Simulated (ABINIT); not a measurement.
# A GW chain in ABINIT: Diamond (Fd-3m, 2 atoms a cell)

How does a plane-wave GW calculation on Diamond (Fd-3m, 2 atoms a cell) run from the first input to the gap?

Method: PBE and many-body steps on it, plane waves, in ABINIT 10.8.3.

**The experiments to reproduce.**

- Gap 5.5 eV: band gap, experimental literature value; bulk crystal (quoted in “Fermi level pinning by defects can explain the large reported carbon 1s binding energy variations in diamond”, 2019, arxiv:1902.02958).

- Gap 5.47 eV: experimental band gap used as input; bulk crystal (quoted in “Enhanced Electron Emission Performance and Air‐Surface Stability in ScO‐Terminated Diamond for Thermionic Energy Converters”, 2024, pmc:11600692).

This is a report of a sequence of runs, with the program logs left out and the cost of each run kept.

### 1. Set-up

It takes space group Fd-3m (No. 227, cubic). The conventional cell has a = 3.567 Å, b = 3.567 Å, c = 3.567 Å, α = 90.00°, β = 90.00°, γ = 90.00°. C has 4 C at 1.54 Å nearest.

The cell and positions come from the Crystallography Open Database and are kept as given unless a step says otherwise.

### 2. Ground state

This step: ABINIT 10.8.3; DFT, PBE, plane waves, norm-conserving pseudopotentials.

The ground-state density comes first.

Input file run.abi:

```
acell 3*1.0 Angstrom
rprim 
  -0.000000000000 1.783370000000 1.783370000000
  1.783370000000 -0.000000000000 1.783370000000
  1.783370000000 1.783370000000 0.000000000000
ntypat 1
znucl 6
natom 2
typat 1 1
xred 
  0.000000000000 0.000000000000 -0.000000000000
  0.250000000000 0.250000000000 0.250000000000
pp_dirpath "pseudos"
pseudos "C.upf"
ecut 37
ngkpt 10 10 10
nshiftk 1
shiftk 0 0 0
kptopt 1
chksymbreak 0
nband 9
occopt 1
tolvrs 1e-10
nstep 60
prtwf 0
optforces 0
optstress 0
indata_prefix "in"
outdata_prefix "out"
tmpdata_prefix "tmp"
```

Launch:

```sh
$ OMP_NUM_THREADS=1 mpirun -n 4 abinit run.abi > log
```

Elapsed: 3.9 s, on 4 MPI ranks of Arm Neoverse V1, shared host; peak memory 0.24 GiB.

Read from the output:

- total energy: -327.5546 eV
- gap: 4.229 eV
- k of the valence top: 0, 0, 0
- k of the conduction bottom: 0.4, 0.4, 0
- least direct gap: 5.626 eV

The gap is indirect, with the least direct gap 1.40 eV higher.

### 3. Bands along the symmetry lines

The cheap functional maps the bands first; the places of the edges decide which points the dearer methods must see.

Input file run.abi:

```
acell 3*1.0 Angstrom
rprim 
  -0.000000000000 1.783370000000 1.783370000000
  1.783370000000 -0.000000000000 1.783370000000
  1.783370000000 1.783370000000 0.000000000000
ntypat 1
znucl 6
natom 2
typat 1 1
xred 
  0.000000000000 0.000000000000 -0.000000000000
  0.250000000000 0.250000000000 0.250000000000
pp_dirpath "pseudos"
pseudos "C.upf"
ecut 37
iscf -2
irdden 1
kptopt 0
nkpt 50
kpt 
  0.00000000 0.00000000 0.00000000
  0.06250000 0.00000000 0.06250000
  0.12500000 0.00000000 0.12500000
  0.18750000 0.00000000 0.18750000
  0.25000000 0.00000000 0.25000000
  0.31250000 0.00000000 0.31250000
  0.37500000 0.00000000 0.37500000
  0.43750000 0.00000000 0.43750000
  0.50000000 0.00000000 0.50000000
  0.51562500 0.03125000 0.51562500
  0.53125000 0.06250000 0.53125000
  0.54687500 0.09375000 0.54687500
  0.56250000 0.12500000 0.56250000
  0.57812500 0.15625000 0.57812500
  0.59375000 0.18750000 0.59375000
  0.60937500 0.21875000 0.60937500
  0.62500000 0.25000000 0.62500000
  0.37500000 0.37500000 0.75000000
  0.32812500 0.32812500 0.65625000
  0.28125000 0.28125000 0.56250000
  0.23437500 0.23437500 0.46875000
  0.18750000 0.18750000 0.37500000
  0.14062500 0.14062500 0.28125000
  0.09375000 0.09375000 0.18750000
  0.04687500 0.04687500 0.09375000
  0.00000000 0.00000000 0.00000000
  0.06250000 0.06250000 0.06250000
  0.12500000 0.12500000 0.12500000
  0.18750000 0.18750000 0.18750000
  0.25000000 0.25000000 0.25000000
  0.31250000 0.31250000 0.31250000
  0.37500000 0.37500000 0.37500000
  0.43750000 0.43750000 0.43750000
  0.50000000 0.50000000 0.50000000
  0.50000000 0.46875000 0.53125000
  0.50000000 0.43750000 0.56250000
  0.50000000 0.40625000 0.59375000
  0.50000000 0.37500000 0.62500000
  0.50000000 0.34375000 0.65625000
  0.50000000 0.31250000 0.68750000
  0.50000000 0.28125000 0.71875000
  0.50000000 0.25000000 0.75000000
  0.50000000 0.21875000 0.71875000
  0.50000000 0.18750000 0.68750000
  0.50000000 0.15625000 0.65625000
  0.50000000 0.12500000 0.62500000
  0.50000000 0.09375000 0.59375000
  0.50000000 0.06250000 0.56250000
  0.50000000 0.03125000 0.53125000
  0.50000000 0.00000000 0.50000000
istwfk *1
nband 14
nbdbuf 5
tolwfr 1e-07
nstep 50
prtwf 0
prtvol 0
indata_prefix "in"
outdata_prefix "out"
tmpdata_prefix "tmp"
```

The job ended after 3 s (4 MPI ranks; peak memory 0.21 GiB; 12 s of CPU time).

Read from the output:

```
gap                        : 4.190 eV
k of the valence top       : 0, 0, 0
k of the conduction bottom : 0.375, 0, 0.375
least direct gap           : 5.626 eV
```

The gap is 4.190 eV, −0.039 eV from the run before at this level.

The electronic bands at the labelled points (eV, zero at the top of the highest filled band; v1 is the highest filled band, c1 the lowest empty one):

```
    point      v4      v3     v2     v1     c1     c2     c3     c4
        Γ  -21.49    0.00   0.00   0.00   5.63   5.63   5.63  13.33
  halfway  -19.21   -4.52  -4.13  -4.13   4.49  10.31  11.62  11.62
        X  -12.78  -12.78  -6.32  -6.32   4.83   4.83  16.82  16.82
  halfway  -12.69  -12.52  -7.58  -6.07   5.06   6.73  16.13  16.47
        U  -12.99  -11.74  -9.33  -5.38   5.74  10.80  14.40  15.64
jump to K  -12.99  -11.74  -9.33  -5.38   5.74  10.80  14.40  15.64
  halfway  -18.93   -6.52  -5.57  -1.75   8.19   8.69  10.10  13.68
        Γ  -21.49    0.00   0.00   0.00   5.63   5.63   5.63  13.33
  halfway  -19.77   -6.60  -1.75  -1.75   7.83   7.83   8.19  14.64
        L  -15.71  -13.39  -2.81  -2.81   8.52   8.52   8.90  15.71
  halfway  -14.70  -12.38  -6.32  -4.70   8.36   9.50  13.08  14.89
        W  -11.99  -11.99  -8.33  -8.33  10.68  10.68  12.35  12.35
  halfway  -12.44  -12.44  -7.33  -7.33   6.94   6.94  15.58  15.58
        X  -12.78  -12.78  -6.32  -6.32   4.83   4.83  16.82  16.82
```

### 4. Empty states on the mesh, 8×8×8 mesh, 299 bands

The sums over transitions need many empty states on a uniform mesh; this step solves for them.

Input file run.abi:

```
acell 3*1.0 Angstrom
rprim 
  -0.000000000000 1.783370000000 1.783370000000
  1.783370000000 -0.000000000000 1.783370000000
  1.783370000000 1.783370000000 0.000000000000
ntypat 1
znucl 6
natom 2
typat 1 1
xred 
  0.000000000000 0.000000000000 -0.000000000000
  0.250000000000 0.250000000000 0.250000000000
pp_dirpath "pseudos"
pseudos "C.upf"
ecut 37
ngkpt 8 8 8
nshiftk 1
shiftk 0 0 0
kptopt 1
chksymbreak 0
irdden 1
istwfk *1
nband 299
prtvol 0
optdriver 6
gwr_task "HDIAGO"
paral_kgb 0
occopt 1
indata_prefix "in"
outdata_prefix "out"
tmpdata_prefix "tmp"
```

The job ended after 8.6 s (4 MPI ranks; peak memory 0.33 GiB; 34 s of CPU time).

Read from the output:

- gap: 4.190 eV
- k of the valence top: 0, 0, 0
- k of the conduction bottom: 0.375, 0.375, 0
- least direct gap: 5.626 eV
- k points computed: 29
- lowest point of the top converged band, above the valence top: 465.2335 eV

On this mesh the gap is 4.190 eV.

### 5. Screening, 8×8×8 mesh, 291 bands, screening to 598.7 eV

The RPA dielectric matrix is built and inverted for each q.

This step: RPA screening on PBE, plane waves, norm-conserving pseudopotentials.

run.abi: that of step 4 with these lines changed.

```diff
@@ -20,10 +20,11 @@
 chksymbreak 0
-irdden 1
 istwfk *1
-nband 299
-prtvol 0
-optdriver 6
-gwr_task "HDIAGO"
-paral_kgb 0
 occopt 1
+irdwfk 1
+optdriver 3
+nband 291
+ecuteps 22
+inclvkb 2
+awtr 1
+symchi 1
 indata_prefix "in"
```

Wall time 15 min (4 MPI ranks); peak memory 3 GiB; 62 min of CPU time.

This step gave:

| Item | Value |
| --- | --- |
| ε∞ with local fields, on this mesh | 5.508 |
| ε∞ without local fields, on this mesh | 5.949 |
| plasma frequency | 31.18 eV |
| plane waves in the screening matrix | 339 |

Local fields lower ε∞ by 7 %.

### 6. Self-energy, 8×8×8 mesh, 291 bands, screening to 598.7 eV

The self-energy is evaluated for the states that the input lists, and the quasiparticle equation is solved.

This step: G0W0 on PBE, plane waves, norm-conserving pseudopotentials.

run.abi: that of step 5 with these lines changed.

```diff
@@ -23,8 +23,21 @@
 irdwfk 1
-optdriver 3
+optdriver 4
 nband 291
+gwcalctyp 0
+ecutsigx 37
+symsigma 1
+nkptgw 4
+kptgw 
+  0.0000000000 0.0000000000 0.0000000000
+  0.3750000000 0.3750000000 0.0000000000
+  0.5000000000 0.0000000000 0.0000000000
+  0.5000000000 0.5000000000 0.0000000000
+bdgw 
+  2 7
+  3 6
+  3 6
+  3 6
 ecuteps 22
-inclvkb 2
-awtr 1
-symchi 1
+irdscr 1
+ppmodel 1
 indata_prefix "in"
```

The job ended after 7 min (4 MPI ranks; peak memory 3 GiB; 28 min of CPU time).

Read from the output:

```
G0W0 gap on the mesh                         : 5.547 eV
starting gap on the mesh                     : 4.190 eV
k of the valence top                         : 0, 0, 0
k of the conduction bottom                   : 0.375, 0.375, 0
Z at the valence top                         : 0.83
Z at the conduction bottom                   : 0.841
least direct G0W0 gap on the computed points : 7.439 eV
```

The gap on the mesh goes from 4.19 eV to 5.55 eV, a correction of +1.36 eV. The start differs from the 4.23 eV found before because the two sample other k points.

Limits: finite bands, cutoff and mesh. v1 is the top filled band, c1 the lowest empty one. The levels before and after the correction (eV, zero at the valence-band top of each column):

|  | conduction bottom | valence top |
| --- | --- | --- |
| Kohn-Sham | 4.19 | 0.00 |
| G0W0 | 5.55 | 0.00 |

```csv
,level,energy (eV)
Kohn-Sham,Γ v3-v1,0.000
Kohn-Sham,Γ c1-c3,5.626
Kohn-Sham,(0.375 0.375 0) v2-v1,-5.754
Kohn-Sham,(0.375 0.375 0) c1,4.190
Kohn-Sham,(0.375 0.375 0) c2,6.803
G0W0,Γ v3-v1,0.000
G0W0,Γ c1-c3,7.439
G0W0,(0.375 0.375 0) v2-v1,-6.082
G0W0,(0.375 0.375 0) c1,5.547
G0W0,(0.375 0.375 0) c2,8.157
```

### 7. Where the time went

Times are wall times on 4 MPI ranks of Arm Neoverse V1, shared host, good to a factor of about two.

```csv
step,time,share,memory (GiB)
ground state,3.9 s,0 %,0.24
bands along the symmetry lines,3 s,0 %,0.21
empty states on the mesh,8.6 s,1 %,0.33
screening,15 min,68 %,3.0
self-energy,7 min,31 %,3.0
```

### 8. Results

```yaml
pbe_gap: 4.19 eV, indirect
g0w0_gap_on_the_mesh: 5.55 eV
gw_settings: 8×8×8 mesh, 291 bands, screening to 598.7 eV, Godby-Needs plasmon pole
known_limits: short of the basis limit
```

In words: G0W0 moves the gap on the mesh from 4.19 eV to 5.55 eV (+1.36 eV), with Z of 0.83 and 0.84 at the edges. Local fields lower the RPA ε∞ on this mesh from 5.95 to 5.51. The dearest step here is «screening». Against experiment, by G0W0@PBE: the gap of 5.55 eV lies +0.05 eV from the measured 5.5 eV (kind not stated, quoted 2019); the gap of 5.55 eV lies +0.08 eV from the measured 5.47 eV (kind not stated, quoted 2024). The calculation has static nuclei and no excitons; a measured gap holds zero-point and thermal motion, which mostly lowers it. Bands and cutoff are finite, so the gap stands short of the basis limit, usually by up to a few tenths of an eV; the mesh is an error of its own.

[Long decimals in the printed logs are rounded to 6 places.]

[Logs are printed without paths, hosts, clocks, repeated set-up lines and the standing remarks that a program may print on its own settings, such as how far it seeks lower states.]

[Paths, hosts, dates, memory and timing lines, banners, echoed tables and standing remarks are left out of the program output; an Ansatz launch command may be rebuilt from the run's recorded settings. Measured values are a selection of at most five: reports struck by readers or far from the other reports are left out. None is set beside runs whose start may be inverted or whose files or cutoffs have a known fault.]

[Runs of the session that timed out or met a known fault of the program may be left out.]

[Hosts, paths, dates, database ids (printed as entryN), source tags and the programs' standing remarks are cut or masked in the printed files.]

[G0W0 gaps are taken among the corrected bands and points alone; a level outside them can change the order at an edge.]

[Where Ansatz stands beside ABINIT at settings called matched, ABINIT's density can come from a denser mesh and the files from another edition; pairs whose starting gaps differed by over 0.03 eV were left out, so agreement reads better than it is.]
